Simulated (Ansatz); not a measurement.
# Sr on Hf(0001): change of the work function, part 2 of 2

Aim: the work function of Hf(0001) at several coverages of Sr (top site), and the dipole that each adsorbate carries.

Ansatz 0.2.0; plane-wave DFT, PBEsol, Ansatz PAW.

So far, work function, upper face (eV): step 2 (the clean slab) 4.38; step 3 (adsorbate added, k-mesh 4×4×1, coverage 0.111 ML) 2.69; step 4 (the covered slab, k-mesh 6×6×1, coverage 0.25 ML) 2.11; step 6 (the slab at 0.25 ML, atoms frozen) 2.11.

**7. The substrate of the 0.25 ML cell alone**

System of this step: Sr/Hf(0001), substrate alone, atoms held. The cell holds 16 atoms: 16 Hf. Its edges and angles: a = 6.400 Å, b = 6.400 Å, c = 29.321 Å, α = 90.0°, β = 90.0°, γ = 60.0°. Vacuum lies along c.

The second part, atoms unmoved.

input.yaml reads:

```yaml
crystal:
  lattice:
    - [6.4, 0.0, 0.0]
    - [3.2, 5.5425625842, 0.0]
    - [0.0, 0.0, 29.3207626968]
  atoms:
    - { symbol: Hf, position: [0.3333333333, 0.3333333333, 0.3069497234] }
    - { symbol: Hf, position: [0.0, 0.0, 0.3932776278] }
    - { symbol: Hf, position: [0.3333333333, 0.3333333333, 0.4832806509] }
    - { symbol: Hf, position: [0.0, 0.0, 0.5542700186] }
    - { symbol: Hf, position: [0.3333333333, 0.8333333333, 0.3069497234] }
    - { symbol: Hf, position: [0.0, 0.5, 0.3932776278] }
    - { symbol: Hf, position: [0.3423451038, 0.8288274481, 0.4797066021] }
    - { symbol: Hf, position: [-0.0046635611, 0.5023317805, 0.5640682205] }
    - { symbol: Hf, position: [0.8333333333, 0.3333333333, 0.3069497234] }
    - { symbol: Hf, position: [0.5, 0.0, 0.3932776278] }
    - { symbol: Hf, position: [0.8288274481, 0.3423451038, 0.4797066021] }
    - { symbol: Hf, position: [0.5023317805, -0.0046635611, 0.5640682205] }
    - { symbol: Hf, position: [0.8333333333, 0.8333333333, 0.3069497234] }
    - { symbol: Hf, position: [0.5, 0.5, 0.3932776278] }
    - { symbol: Hf, position: [0.8288274481, 0.8288274481, 0.4797066021] }
    - { symbol: Hf, position: [0.5023317805, 0.5023317805, 0.5640682205] }
kpoints:
  mp_grid: { grid: [6, 6, 1] }
hamiltonian:
  xc: pbesol
scf:
  occupations: { method: fermi_dirac, width: 0.1 }
  convergence: { dr2_threshold: 1.0e-08 }
efield:
  axis: 3
  dipole_correction: true
  ramp_position: 0.97
  ramp_width: 0.06
output:
  write_potential: true
  write_density: true
  volumetric_format: npy
```

Started as:

```sh
$ ansatz run input.yaml --threads 4 --pin off --max-ram 12288MiB --backend cpu --events-out ev --progress --plain --runs-dir out
```

Run time: 1.8 min. Hardware: 4 threads of Arm Neoverse V1, shared host; peak memory 5.2 GiB; 7 min of CPU time.

This step gave:

- energy at zero smearing: -249559.3621 eV
- work function, upper face: 4.343 eV
- work function, lower face: 4.453 eV
- dipole along the normal: 0.02158 e·Å
- step between the vacuum levels: -0.1101 eV

The work function of the upper face is 4.34 eV.

**8. The adsorbate layer of the 0.25 ML cell alone**

System of this step: Sr/Hf(0001), adsorbate layer alone, atoms held. The cell holds 1 atom: 1 Sr. Cell: a = 6.400 Å, b = 6.400 Å, c = 29.321 Å, α = 90.0°, β = 90.0°, γ = 60.0°. Vacuum lies along c.

The third part; a free layer of atoms may carry a moment, so spin is on.

input.yaml, the sections that differ from step 7:

```yaml
crystal:
  lattice:
    - [6.4, 0.0, 0.0]
    - [3.2, 5.5425625842, 0.0]
    - [0.0, 0.0, 29.3207626968]
  atoms:
    - { symbol: Sr, position: [0.0, 0.0, 0.6568297038], spin: 1.0 }
magnetization:
  spin_polarized: true
# kpoints, hamiltonian, scf, efield, output: as in step 7
```

Run time: 8.2 s. Hardware: 4 threads; peak memory 1.1 GiB; 31 s of CPU time.

Numbers from this step:

```yaml
energy_at_zero_smearing: -3490.5729 eV
dipole_along_the_normal: 1.69e-6 e·Å
```

At this spacing and smearing the free layer keeps no moment.

**9. Density difference at 0.25 ML**

This step: plane-wave DFT, PBEsol, Ansatz PAW; density difference on adsorption (Ansatz 0.2.0).

The densities of the parts are taken from that of the whole and averaged over planes; the first moment of what is left gives the step in the potential.

This step gave:

```
largest charge moved                 : 0.007534 e/Å²
potential step from the moved charge : -2.232 eV
```

Planar mean, whole system less its parts. Electron density difference against z:

```tsv
z (Å)	electron density difference (e/Å³)
5	-4.9e-7
6	-2.0e-6
7	-1.0e-5
8	1.5e-5
9	-1.3e-4
10	2.3e-4
11	-1.9e-5
12	-1.5e-4
13	4.8e-4
14	4.4e-5
15	-0.00104
16	-0.00127
17	-0.00154
18	0.0108
19	-0.00221
20	-0.00136
21	-0.00327
22	-7.3e-4
23	-6.4e-5
24	4.2e-6
25	3.3e-6
26	9.4e-7
```

Planar mean, whole system less its parts. Table of electrons moved below z by z:

```tsv
z (Å)	electrons moved below z (e/Å²)
5	-3.3e-7
6	-1.5e-6
7	-7.0e-6
8	-1.8e-5
9	-1.5e-5
10	-5.4e-5
11	1.2e-4
12	-1.1e-4
13	6.5e-5
14	2.9e-4
15	-2.4e-4
16	-0.00156
17	-0.00403
18	0.00335
19	0.00707
20	0.00520
21	0.00192
22	2.5e-4
23	3.5e-6
24	-7.2e-6
25	-2.7e-6
26	-9.2e-7
27	-4.7e-7
```

**10. A changed input**

This step: plane-wave DFT, PBEsol, Ansatz PAW (Ansatz 0.2.0).

System of this step: Sr/Hf(0001). The cell holds 17 atoms: 16 Hf and 1 Sr. Its edges and angles: a = 6.400 Å, b = 6.400 Å, c = 29.321 Å, α = 90.0°, β = 90.0°, γ = 60.0°. Vacuum lies along c.

A run with a changed input: it repeats the earlier run at 0.25 ML with scf.convergence.dr2_threshold from 1e-08 to 0.0001; its output block differs too.

input.yaml reads:

```yaml
crystal:
  lattice:
    - [6.4, 0.0, 0.0]
    - [3.2, 5.5425625842, 0.0]
    - [0.0, 0.0, 29.3207626968]
  atoms:
    - { symbol: Hf, position: [0.3333333333, 0.3333333333, 0.3069497234] }
    - { symbol: Hf, position: [0.0, 0.0, 0.3932776278] }
    - { symbol: Hf, position: [0.3333333333, 0.3333333333, 0.481177092] }
    - { symbol: Hf, position: [0.0, 0.0, 0.5605503126] }
    - { symbol: Hf, position: [0.3333333333, 0.8333333333, 0.3069497234] }
    - { symbol: Hf, position: [0.0, 0.5, 0.3932776278] }
    - { symbol: Hf, position: [0.3333333333, 0.8333333333, 0.481177092] }
    - { symbol: Hf, position: [0.0, 0.5, 0.5605503126] }
    - { symbol: Hf, position: [0.8333333333, 0.3333333333, 0.3069497234] }
    - { symbol: Hf, position: [0.5, 0.0, 0.3932776278] }
    - { symbol: Hf, position: [0.8333333333, 0.3333333333, 0.481177092] }
    - { symbol: Hf, position: [0.5, 0.0, 0.5605503126] }
    - { symbol: Hf, position: [0.8333333333, 0.8333333333, 0.3069497234] }
    - { symbol: Hf, position: [0.5, 0.5, 0.3932776278] }
    - { symbol: Hf, position: [0.8333333333, 0.8333333333, 0.481177092] }
    - { symbol: Hf, position: [0.5, 0.5, 0.5605503126] }
    - { symbol: Sr, position: [0.0, 0.0, 0.6930502766] }
kpoints:
  mp_grid: { grid: [6, 6, 1] }
hamiltonian:
  xc: pbesol
scf:
  occupations: { method: fermi_dirac, width: 0.1 }
  convergence: { dr2_threshold: 0.0001 }
efield:
  axis: 3
  dipole_correction: true
  ramp_position: 0.97
  ramp_width: 0.06
relax:
  f_tol: 0.02
  max_steps: 60
  constraints: [{ sites: [0, 1, 4, 5, 8, 9, 12, 13] }]
output:
  bader: true
  dos: { projected: true, e_range: [-8, 4] }
  write_potential: true
  write_density: true
  volumetric_format: npy
```

Wall time 12 min (4 threads); peak memory 5.9 GiB; 46 min of CPU time.

```tsv
quantity	this run	earlier run	difference
work function, upper face (eV)	2.094	2.108	-0.014
work function, lower face (eV)	4.468	4.451	0.017
dipole along the normal (e·Å)	0.4653	0.4593	0.0060
```

What moves beyond 0.01 in its unit (for the dipole 0.5 % and 5e-5 e·Å): dipole along the normal (+0.00601 e·Å), work function, lower face (+0.0166 eV) and work function, upper face (-0.0141 eV).

The change shows in the results, which are not taken further.

**11. The same run with other settings: scf.lower_state_search = "standard"**

System of this step: Hf(0001). The cell holds 4 atoms: 4 Hf. Its edges and angles: a = 3.200 Å, b = 3.200 Å, c = 25.594 Å, α = 90.0°, β = 90.0°, γ = 60.0°. Vacuum lies along c.

Another changed input: it repeats the earlier run at 0 ML with scf.lower_state_search to standard.

input.yaml reads:

```yaml
crystal:
  lattice:
    - [3.2, 0.0, 0.0]
    - [1.6, 2.7712812921, 0.0]
    - [0.0, 0.0, 25.5936]
  atoms:
    - { symbol: Hf, position: [0.6666666667, 0.6666666667, 0.3516504126] }
    - { symbol: Hf, position: [0.0, 0.0, 0.4505501375] }
    - { symbol: Hf, position: [0.6666666667, 0.6666666667, 0.5494498625] }
    - { symbol: Hf, position: [0.0, 0.0, 0.6483495874] }
kpoints:
  mp_grid: { grid: [11, 11, 1] }
hamiltonian:
  xc: pbesol
scf:
  occupations: { method: fermi_dirac, width: 0.1 }
  convergence: { dr2_threshold: 1.0e-08 }
  lower_state_search: standard
efield:
  axis: 3
  dipole_correction: true
  ramp_position: 0.97
  ramp_width: 0.06
relax:
  f_tol: 0.02
  max_steps: 60
  constraints: [{ sites: [0, 1] }]
output:
  write_potential: true
  write_density: true
  volumetric_format: npy
```

It took 30 s on 4 threads; peak memory 0.69 GiB; 1.9 min of CPU time.

The steps of the relaxation:

```tsv
step	energy less that of the first step (eV)	largest force component (eV/Å)
1	0.0000	0.8354
2	-0.0613	0.8080
3	-0.0940	0.1518
4	-0.0955	0.0173
4	-0.0955	0.0173
```

The run keeps the 6 symmetry operations that it works with, so distortions that break them were not tested.

The atoms that moved most (Å):

```tsv
atom	dx	dy	dz	length
Hf4	0.000	0.000	-0.158	0.158
Hf3	0.000	0.000	0.046	0.046
```

The relaxed structure:

```xyz
4
Lattice="3.2000 0.0000 0.0000 1.6000 2.7713 0.0000 0.0000 0.0000 25.5936" Properties=species:S:1:pos:R:3
Hf    3.2000    1.8475    9.0000
Hf    0.0000    0.0000   11.5312
Hf    3.2000    1.8475   14.1085
Hf    0.0000    0.0000   16.4358
```

Numbers from this step:

- energy at zero smearing: -62389.8961 eV
- work function, upper face: 4.380 eV
- dipole along the normal: 0.003568 e·Å
- step between the vacuum levels: -0.07281 eV

```tsv
quantity	this run	earlier run	difference
work function, upper face (eV)	4.380	4.380	0
work function, lower face (eV)	4.453	4.453	0
dipole along the normal (e·Å)	0.003568	0.003568	0
```

Nothing in the table moves by 0.01 in its unit (for the dipole 0.5 % and 5e-5 e·Å). The run took 51 SCF cycles against 39.

First to last step the energy falls by 0.095 eV; the largest move, 0.16 Å, is that of Hf4. Judged within 0.08 Å, the space group went from P-3m1 to P3m1.

**12. What came out**

```
work function of the clean face                                                           : 4.38 eV
work function at 0.11 ML                                                                  : 2.69 eV
work function at 0.25 ML                                                                  : 2.11 eV
dipole per adsorbate at 0.11 ML, positive end outwards                                    : 3.58 D
step of the potential from the moved charge at 0.25 ML, upper less lower side, atoms held : -2.23 eV
```

Sr lowers the work function of Hf(0001) at the lowest coverage, by 1.69 eV: the adsorbate layer has its positive end outwards. The slab has 4 layers, at the tabulated experimental lattice constant, one starting site was run, and quantum-size effects of a slab this thin can reach one or two tenths of an eV.

[Logs are printed without paths, hosts, clocks, repeated set-up lines and the standing remarks that a program may print on its own settings, such as how far it seeks lower states.]

[Hosts, paths, dates, database ids (printed as entryN), source tags and the programs' standing remarks are cut or masked in the printed files.]

[Maps of the electrostatic potential energy from Ansatz leave out the sawtooth potential of an applied field or a dipole correction, so their vacuum need not be flat; planar profiles and work functions include it.]
